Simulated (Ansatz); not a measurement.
# W2CO2 MXene monolayer in a perpendicular field

What dipole does a perpendicular field induce in the W2CO2 MXene monolayer? A positive field points along +c.

Method: plane-wave DFT, PBE-D3(BJ), Ansatz PAW, in the first sound run; inputs show where later runs differ, in Ansatz 0.2.0.

Report form: inputs, costs, results and the conclusion, without the logs.

**1. The starting structure**

The cell holds 5 atoms: 2 O, 2 W and 1 C. Cell: a = 3.125 Å, b = 3.125 Å, c = 22.684 Å, α = 90.0°, β = 90.0°, γ = 120.0°. Vacuum lies along c.

**2. Relaxing the slab**

The starting cell is a guess, so the in-plane lattice and the atoms are relaxed first, with the slab cut off from its images along the normal. The program lengthens the vector along the normal by itself, so c and the volume that it reports differ from the typed ones.

File input.yaml:

```yaml
crystal:
  lattice:
    - [3.125408, 0.0, 0.0]
    - [-1.562704, 2.7066827252, 0.0]
    - [0.0, 0.0, 22.6843915819]
  atoms:
    - { symbol: O, position: [0.3333333333, 0.6666666667, 0.3967485735] }
    - { symbol: W, position: [0.6666666667, 0.3333333333, 0.4456365085] }
    - { symbol: C, position: [0.0, 0.0, 0.5] }
    - { symbol: W, position: [0.3333333333, 0.6666666667, 0.5543634915] }
    - { symbol: O, position: [0.6666666667, 0.3333333333, 0.6032514265] }
  periodic: [true, true, false]
kpoints:
  mp_grid: { grid: [12, 12, 1] }
hamiltonian:
  xc: pbe
  dispersion: d3bj
scf:
  occupations: { method: fermi_dirac, width: 0.05 }
  convergence: { dr2_threshold: 1.0e-09 }
relax:
  f_tol: 0.004
  max_steps: 90
  cell: {}
output:
  write_potential: true
  write_density: true
  volumetric_format: npy
```

Started as:

```bash
$ ansatz run input.yaml --threads 4 --pin off --max-ram 6144MiB --backend cpu --events-out ev --progress --plain --runs-dir out
```

It took 28 s on 4 threads of Arm Neoverse V1, shared host; peak memory 0.67 GiB.

Step by step:

```tsv
step	energy less that of the first step (eV)	largest force component (eV/Å)	volume (Å³)
1	0.0000	2.5269	280.59
2	-0.2814	2.4857	276.04
3	-0.4405	1.1728	271.72
4	-0.4984	0.3461	274.73
5	-0.5022	0.0342	275.75
6	-0.5025	0.0019	275.47
7*	-0.4990	0.0016	275.47
8	-0.4991	0.0001	275.37
9*	-0.4991	0.0001	275.37
```

Relaxation steps marked * repeat the geometry before them on a plane-wave basis chosen anew for their cell, so energy and pressure can jump there.

Forces are held to the 12 operations that the program found; a distortion that breaks them can't arise in this run.

```tsv
cell as run	before	after	change
a (Å)	3.125	3.096	-0.9 %
b (Å)	3.125	3.096	-0.9 %
```

The atoms that moved most (Å, along periodic axes as changes of fractional coordinates times the final cell, across vacuum about the mean position):

```tsv
atom	dx	dy	dz	length
W2	0.000	0.000	0.128	0.128
W4	0.000	0.000	-0.128	0.128
O5	0.000	0.000	-0.098	0.098
O1	0.000	0.000	0.098	0.098
```

The relaxed structure:

```xyz
5
Lattice="3.0962 0.0000 0.0000 -1.5481 2.6814 0.0000 0.0000 0.0000 33.1688" Properties=species:S:1:pos:R:3
O     0.0000    1.7876    9.0977
W     1.5481    0.8938   10.2370
C     0.0000    0.0000   11.3422
W     0.0000    1.7876   12.4474
O     1.5481    0.8938   13.5866
```

Read from the output:

```yaml
energy_at_zero_smearing: -22155.9543 eV
```

The lattice constant a goes from 3.125 to 3.096 Å.

**3. Atoms held, field 0**

A sawtooth potential applies the field, turning back in the middle of the vacuum. With the dipole correction the typed value is the field outside the slab. The induced dipole is small, so the SCF threshold is tight.

The cell differs from the one that the last finished run ended in (c 33.169 → 22.489 Å).

File input.yaml:

```yaml
crystal:
  lattice:
    - [3.0962068269, 0.0, 0.0]
    - [-1.5481034134, 2.6813937674, 0.0]
    - [0.0, 0.0, 22.4889002962]
  atoms:
    - { symbol: O, position: [0.3333333333, 0.6666666667, 0.4001974255] }
    - { symbol: W, position: [0.6666666667, 0.3333333333, 0.4508538594] }
    - { symbol: C, position: [0.0, 0.0, 0.5] }
    - { symbol: W, position: [0.3333333333, 0.6666666667, 0.5491461406] }
    - { symbol: O, position: [0.6666666667, 0.3333333333, 0.5998025745] }
kpoints:
  mp_grid: { grid: [18, 18, 1] }
  band_path:
    path: [[0, 0, 0], [0.5, 0, 0], [0.33333333, 0.33333333, 0], [0, 0, 0]]
    npoints: 16
hamiltonian:
  xc: pbe
  dispersion: d3bj
scf:
  occupations: { method: fermi_dirac, width: 0.05 }
  convergence: { dr2_threshold: 1.0e-10 }
efield:
  axis: 3
  dipole_correction: true
  ramp_position: 0.97
  ramp_width: 0.06
  amplitude: 0
output:
  dos: { projected: true, e_range: [-6, 5] }
  bader: true
  write_potential: true
  write_density: true
  volumetric_format: npy
  elf: true
```

Run time: 25 s. Hardware: 4 threads; peak memory 0.57 GiB; 98 s of CPU time.

Numbers from this step:

| Property | Result |
| --- | --- |
| energy at zero smearing | -22155.9526 eV |
| work function, upper face | 5.862 eV |
| dipole along the normal | -3.94e-7 e·Å |

Running mean over a fixed 2.7 Å (it still follows the layers) of the planar mean; the ramp of the sawtooth is left out. Electron's electrostatic potential energy less the Fermi level against z:

```tsv
z (Å)	electron's electrostatic potential energy less the Fermi level (eV)
3	5.86
4	5.86
5	5.86
6	5.86
7	5.63
8	1.76
9	-6.75
10	-13.7
11	-16.4
12	-15.1
13	-10.8
14	-1.88
15	4.43
16	5.83
17	5.86
18	5.86
19	5.86
```

The density of states has structure finer than the step of the table below, so its rows give means over 0.25 eV. Peaks (eV: height): -5.610: 8.31, -5.340: 10.1, -5.200: 5.81, -5.060: 6.91, -4.980: 9.02, -4.920: 9.11, -3.460: 7.14.

Density of states against energy, zero at the Fermi level; means over each step:

```tsv
energy (eV)	density of states (states/eV a cell)
-5.75	3.71
-5.50	2.95
-5.25	5.56
-5.00	6.17
-4.75	3.49
-4.50	3.16
-4.25	3.76
-4.00	2.17
-3.75	1.66
-3.50	3.38
-3.25	0.926
-3.00	0.746
-2.75	1.31
-2.50	1.36
-2.25	2.35
-2.00	1.55
-1.75	1.14
-1.50	1.04
-1.25	1.09
-1.00	1.09
-0.75	1.62
-0.50	1.61
-0.25	1.40
0.00	1.51
0.25	1.53
0.50	1.96
0.75	3.92
1.00	2.83
1.25	1.70
1.50	2.06
```

Projected DOS per atom over height of the atomic layer and energy from the Fermi level. Layers: O W C W O from below.

Ten even steps from '_' (0.05 states/eV) to '@' (1.87 states/eV), each cell a mean:
```
__==..==__
__++__++__
__%%__%%__
__==__==__
__::__::__
__::__::__
__::__::__
__..__..__
__..__..__
__..__..__
..::__::..
..::__::..
..______..
..______..
==__::__==
::__..__::
==......==
++::::::++
##::..::##
@@--__--@@
**::__::**
==::..::==
```
Columns: height of the atomic layer (Å) from 9 to 13.5; rows upwards: energy from the Fermi level (eV) from -5.96 to 1.6.

The electronic bands at the labelled points (eV, zero at the Fermi level):

```tsv
point	band 19	band 20	band 21	band 22	band 23	band 24	band 25	band 26
Γ	-2.85	-2.85	-2.59	-2.59	-0.82	0.68	0.68	1.45
halfway	-4.25	-3.37	-2.48	-0.75	0.26	1.03	1.72	2.03
M	-3.80	-3.36	-2.78	0.58	0.63	1.70	1.72	1.77
halfway	-4.72	-3.71	-1.89	0.13	0.23	1.78	1.83	2.14
K	-4.60	-4.60	-0.70	-0.60	-0.60	1.86	1.86	2.55
halfway	-4.24	-3.57	-1.89	-1.22	0.83	1.28	1.73	2.02
Γ	-2.85	-2.85	-2.59	-2.59	-0.82	0.68	0.68	1.45
```

ELF in the ca plane at fractional y = 0.333, with atoms of W and O within 0.2 Å of it. It is the smooth field of the valence electrons, not physical close to the nuclei.

Ten even steps from '0' (0.00) to '9' (0.85), each cell a mean:
```
00000000000000002223664343214788741000000000
00000000000000000137767322137889963100000000
00000000000000000148317522138659973100000000
00000000000000000126777333127889963100000000
00000000000000012322553343213688631000000000
00000000000000135653224663332222100000000000
00000000000000146764235763343100000000000000
00000000000000124542123663222233200000000000
```
Columns run along c (16.0 Å, from fractional 0.12 to 0.83 of the cell), rows up along a (3.1 Å). Atoms in or near the plane, at fractional coordinates: W at (0.45, 0.67), O at (0.60, 0.67).

Electrostatic potential energy in the ca plane at fractional y = 0.333, with atoms of W and O within 0.2 Å of it. With pseudopotentials it is smooth inside the atoms' cores, unlike the true potential.

Ten even steps from '0' (-48 eV) to '9' (7 eV), each cell a mean:
```
99999999999999999999975214788778778999999999
99999999999999999999861000478887214999999999
99999999999999999999850000378885003899999999
99999999999999999999861000578887325999999999
99999999999999999999975325788777889999999999
99999999999999999999988777877556899999999999
99999999999999999999988888876446789999999999
99999999999999999999988777877657899999999999
```
Columns run along c (16.0 Å, from fractional 0.07 to 0.78 of the cell; values clipped at the 3rd and 97th percentile), rows up along a (3.1 Å). Atoms in or near the plane, at fractional coordinates: W at (0.45, 0.67), O at (0.60, 0.67).

Valence density in the ca plane at fractional y = 0.333, with atoms of W and O within 0.2 Å of it. It is the smooth field of the valence electrons, not physical close to the nuclei.

Ten steps, logarithmic in the rise over the least value, from '0' (0.0 e/Å³) to '9' (6.9 e/Å³), each cell a mean:
```
00000000000000000001235776444344554210000000
00000000000000000001247998543336897410000000
00000000000000000001258999643346998520000000
00000000000000000001247998543335887410000000
00000000000000000001235675444444554200000000
00000000000000000012344444445554321100000000
00000000000000000012444334455564321000000000
00000000000000000012344444444554332100000000
```
Columns run along c (16.0 Å, from fractional 0.07 to 0.78 of the cell), rows up along a (3.1 Å). Atoms in or near the plane, at fractional coordinates: W at (0.45, 0.67), O at (0.60, 0.67).

The work function of the upper face is 5.86 eV.

**4. Single point, field 0.03 V/Å**

Edit input.yaml of step 3 so:

```diff
@@ -27,6 +27,4 @@
   ramp_width: 0.06
-  amplitude: 0
+  amplitude: 0.03
 output:
-  dos: { projected: true, e_range: [-6, 5] }
-  bader: true
   write_potential: true
@@ -34,2 +32 @@
   volumetric_format: npy
-  elf: true
```

Wall time 11 s (4 threads); peak memory 0.55 GiB; 41 s of CPU time.

The dipole is 0.00751 e·Å.

**5. Atoms held, field -0.03 V/Å**

Edit input.yaml of step 4 so:

```diff
@@ -27,3 +27,3 @@
   ramp_width: 0.06
-  amplitude: 0.03
+  amplitude: -0.03
 output:
```

Wall time 10 s (4 threads); peak memory 0.55 GiB; 41 s of CPU time.

The dipole is -0.00751 e·Å.

**6. Single point, field 0.15 V/Å**

Edit input.yaml of step 5 so:

```diff
@@ -27,3 +27,3 @@
   ramp_width: 0.06
-  amplitude: -0.03
+  amplitude: 0.15
 output:
```

Wall time 11 s (4 threads); peak memory 0.54 GiB.

The dipole is 0.0376 e·Å.

**7. Single point, field 0.25 V/Å**

Edit input.yaml of step 6 so:

```diff
@@ -27,3 +27,3 @@
   ramp_width: 0.06
-  amplitude: 0.15
+  amplitude: 0.25
 output:
```

Run time: 10 s. Hardware: 4 threads; peak memory 0.55 GiB.

The dipole is 0.0626 e·Å.

**8. Atoms held, field -0.25 V/Å**

Edit input.yaml of step 7 so:

```diff
@@ -27,4 +27,6 @@
   ramp_width: 0.06
-  amplitude: 0.25
+  amplitude: -0.25
 output:
+  dos: { projected: true, e_range: [-6, 5] }
+  bader: true
   write_potential: true
@@ -32 +34,2 @@
   volumetric_format: npy
+  elf: true
```

The job ended after 26 s (4 threads; peak memory 0.56 GiB).

The dipole is -0.0626 e·Å.

**9. Response, atoms held**

This step: plane-wave DFT, PBE-D3(BJ), Ansatz PAW; response to a field along the normal, atoms held (Ansatz 0.2.0).

The dipoles give the slope, and the difference of two potentials shows where the field is screened.

This step gave:

| Quantity | Value |
| --- | --- |
| equivalent conductor thickness p/(ε₀AE) | 5.456 Å |
| distance between the outer atoms | 4.489 Å |

Dipole of the cell against applied field:

```tsv
applied field (V/Å)	dipole of the cell (e·Å)
-0.250	-0.0626
-0.030	-0.00751
0.000	-3.9e-7
0.030	0.00751
0.150	0.0376
0.250	0.0626
```

Local field over the applied field, running mean. From the potentials at -0.03 and 0.03 V/Å; running mean over 2.5 Å. Table of local field over applied field by z:

```tsv
z (Å)	local field over applied field
4.5	1.000
5.0	0.999
5.5	0.998
6.0	0.993
6.5	0.976
7.0	0.927
7.5	0.822
8.0	0.673
8.5	0.498
9.0	0.328
9.5	0.182
10.0	0.0851
10.5	0.0339
11.0	0.0187
11.5	0.0188
12.0	0.0346
12.5	0.0866
13.0	0.184
13.5	0.331
14.0	0.502
14.5	0.676
15.0	0.825
15.5	0.929
16.0	0.977
16.5	0.993
17.0	0.998
17.5	0.999
18.0	1.000
```

Electrons, planar mean, per unit field. Induced electron density against z:

z (Å), induced electron density (e/Å³ per V/Å) and a bar from the least value:
```
      4.5    0.00000 ###############
      5.0    0.00000 ###############
      5.5    0.00001 ###############
      6.0    0.00003 ###############
      6.5    0.00010 ###############
      7.0    0.00032 ################
      7.5    0.00101 ###################
      8.0    0.00260 ##########################
      8.5    0.00345 ##############################
      9.0    0.00182 #######################
      9.5    0.00077 ##################
     10.0    0.00046 #################
     10.5    0.00029 ################
     11.0    0.00041 #################
     11.5   -0.00043 #############
     12.0   -0.00030 ##############
     12.5   -0.00043 #############
     13.0   -0.00084 ###########
     13.5   -0.00180 #######
     14.0   -0.00349 
     14.5   -0.00256 ####
     15.0   -0.00098 ###########
     15.5   -0.00032 ##############
     16.0   -0.00009 ###############
     16.5   -0.00003 ###############
     17.0   -0.00001 ###############
     17.5    0.00000 ###############
     18.0    0.00000 ###############
```

By hand: between -0.03 and 0.03 V/Å the dipole changes by 0.01502 e·Å, a slope of 0.2503 e·Å²/V. A perfect conductor of thickness t has p = ε₀AEt, so t = 180.95 × 0.2503 / 8.302 = 5.46 Å (e/ε₀ = 180.95 V·Å, A in Å²).

The induced dipole is that of a conductor 5.46 Å thick.

**10. With spin-orbit coupling, k-mesh 12×12×1**

This step: plane-wave DFT, PBE, fully relativistic PAW with spin-orbit coupling (Ansatz 0.2.0).

Heavy atoms split their bands by spin-orbit coupling, so this run uses fully relativistic files and two-component states.

Edit input.yaml of step 8 so:

```diff
@@ -12,3 +12,3 @@
 kpoints:
-  mp_grid: { grid: [18, 18, 1] }
+  mp_grid: { grid: [12, 12, 1] }
   band_path:
@@ -18,6 +18,9 @@
   xc: pbe
-  dispersion: d3bj
+  pseudopotentials: { kind: paw_fr }
+magnetization:
+  noncollinear: true
+  spin_orbit: true
 scf:
   occupations: { method: fermi_dirac, width: 0.05 }
-  convergence: { dr2_threshold: 1.0e-10 }
+  convergence: { dr2_threshold: 1.0e-09 }
 efield:
@@ -27,6 +30,4 @@
   ramp_width: 0.06
-  amplitude: -0.25
+  amplitude: 0
 output:
-  dos: { projected: true, e_range: [-6, 5] }
-  bader: true
   write_potential: true
@@ -34,2 +35 @@
   volumetric_format: npy
-  elf: true
```

Elapsed: 49 s, on 4 threads; peak memory 1.2 GiB.

Numbers from this step:

```
energy at zero smearing   : -22203.9952 eV
work function, upper face : 5.815 eV
dipole along the normal   : 1.51e-7 e·Å
```

Electronic bands along the path, in eV, zero at the Fermi level:

```tsv
point	band 43	band 44	band 45	band 46	band 47	band 48	band 49	band 50
Γ	-2.62	-2.62	-0.83	-0.83	0.55	0.55	0.66	0.66
halfway	-0.81	-0.81	0.19	0.19	1.02	1.02	1.60	1.60
M	0.44	0.44	0.61	0.61	1.48	1.48	1.75	1.75
halfway	0.03	0.03	0.22	0.22	1.55	1.55	1.96	1.96
K	-0.63	-0.63	-0.63	-0.63	1.61	1.61	2.02	2.02
halfway	-1.27	-1.27	0.75	0.75	1.20	1.20	1.68	1.68
Γ	-2.62	-2.62	-0.83	-0.83	0.55	0.55	0.66	0.66
```

The work function of the upper face is 5.81 eV.

**11. With spin-orbit coupling, k-mesh 12×12×1, field -0.2 V/Å**

The same in a field along the normal.

Edit input.yaml of step 10 so:

```diff
@@ -13,5 +13,3 @@
   mp_grid: { grid: [12, 12, 1] }
-  band_path:
-    path: [[0, 0, 0], [0.5, 0, 0], [0.33333333, 0.33333333, 0], [0, 0, 0]]
-    npoints: 16
+  band_path: { path: [[0, 0, 0], [0.12, 0, 0]], npoints: 24 }
 hamiltonian:
@@ -30,3 +28,3 @@
   ramp_width: 0.06
-  amplitude: 0
+  amplitude: -0.2
 output:
```

The job ended after 37 s (4 threads; peak memory 1.2 GiB; 2.4 min of CPU time).

Read from the output:

```yaml
energy_at_zero_smearing: -22204.0002 eV
dipole_along_the_normal: -0.05005 e·Å
```

The dipole is -0.0501 e·Å.

**12. A changed input**

This step: plane-wave DFT, PBE-D3(BJ), Ansatz PAW (Ansatz 0.2.0).

A run with a changed input: it repeats the earlier run at 0.03 V/Å with scf.eigensolver.kind to davidson, scf.occupations.method from fermi_dirac to gaussian and scf.occupations.width from 0.05 to 0.3.

input.yaml, the sections that differ from step 11:

```yaml
kpoints:
  mp_grid: { grid: [18, 18, 1] }
  band_path:
    path: [[0, 0, 0], [0.5, 0, 0], [0.33333333, 0.33333333, 0], [0, 0, 0]]
    npoints: 16
hamiltonian:
  xc: pbe
  dispersion: d3bj
scf:
  occupations: { method: gaussian, width: 0.3 }
  convergence: { dr2_threshold: 1.0e-10 }
  eigensolver: { kind: davidson }
efield:
  axis: 3
  dipole_correction: true
  ramp_position: 0.97
  ramp_width: 0.06
  amplitude: 0.03
# crystal, output: as in step 11
# magnetization: removed
```

The job ended after 11 s (4 threads; peak memory 0.49 GiB; 41 s of CPU time).

```tsv
quantity	this run	earlier run	difference
dipole along the normal (e·Å)	0.007512	0.007509	2.7e-6
```

The dipole moves by under 0.5 % or 5e-5 e·Å. The run took 12 SCF cycles against 11.

The change did no harm here.

**13. Varying the input: efield.ramp_width = 0.15**

Another changed input: it repeats the earlier run at 0.03 V/Å with efield.ramp_width from 0.06 to 0.15.

Edit input.yaml of step 12 so:

```diff
@@ -20,5 +20,4 @@
 scf:
-  occupations: { method: gaussian, width: 0.3 }
+  occupations: { method: fermi_dirac, width: 0.05 }
   convergence: { dr2_threshold: 1.0e-10 }
-  eigensolver: { kind: davidson }
 efield:
@@ -27,3 +26,3 @@
   ramp_position: 0.97
-  ramp_width: 0.06
+  ramp_width: 0.15
   amplitude: 0.03
```

Elapsed: 10 s, on 4 threads; peak memory 0.55 GiB.

Numbers from this step:

| Property | Result |
| --- | --- |
| energy at zero smearing | -22155.9527 eV |
| dipole along the normal | 0.007504 e·Å |

The electronic bands at the labelled points (eV, zero at the Fermi level):

(Unchanged from step 3.)

```tsv
quantity	this run	earlier run	difference
dipole along the normal (e·Å)	0.007504	0.007509	-5.2e-6
```

The dipole moves by under 0.5 % or 5e-5 e·Å.

**14. Outcome**

| Quantity | Value |
| --- | --- |
| gap without field | none |
| work function, upper face | 5.86 eV |
| equivalent conductor thickness, atoms held | 5.46 Å |

**Reading.** The induced dipole equals that of a perfect conductor 5.46 Å thick, while the outer atoms lie 4.49 Å apart. There is no gap over 0.03 eV, with or without the field. The main runs have no spin polarisation; a magnetic state could lie lower and would change these results. The field series itself is without spin-orbit coupling. The MXene's terminations sit over the metal atoms of its far layer; the site over carbon or nitrogen, which some compounds prefer, was not run.

[Long decimals in the printed logs are rounded to 6 places.]

[Logs are printed without paths, hosts, clocks, repeated set-up lines and the standing remarks that a program may print on its own settings, such as how far it seeks lower states.]

[Hosts, paths, dates, database ids (printed as entryN), source tags and the programs' standing remarks are cut or masked in the printed files.]

[Maps of the electrostatic potential energy from Ansatz leave out the sawtooth potential of an applied field or a dipole correction, so their vacuum need not be flat; planar profiles and work functions include it.]
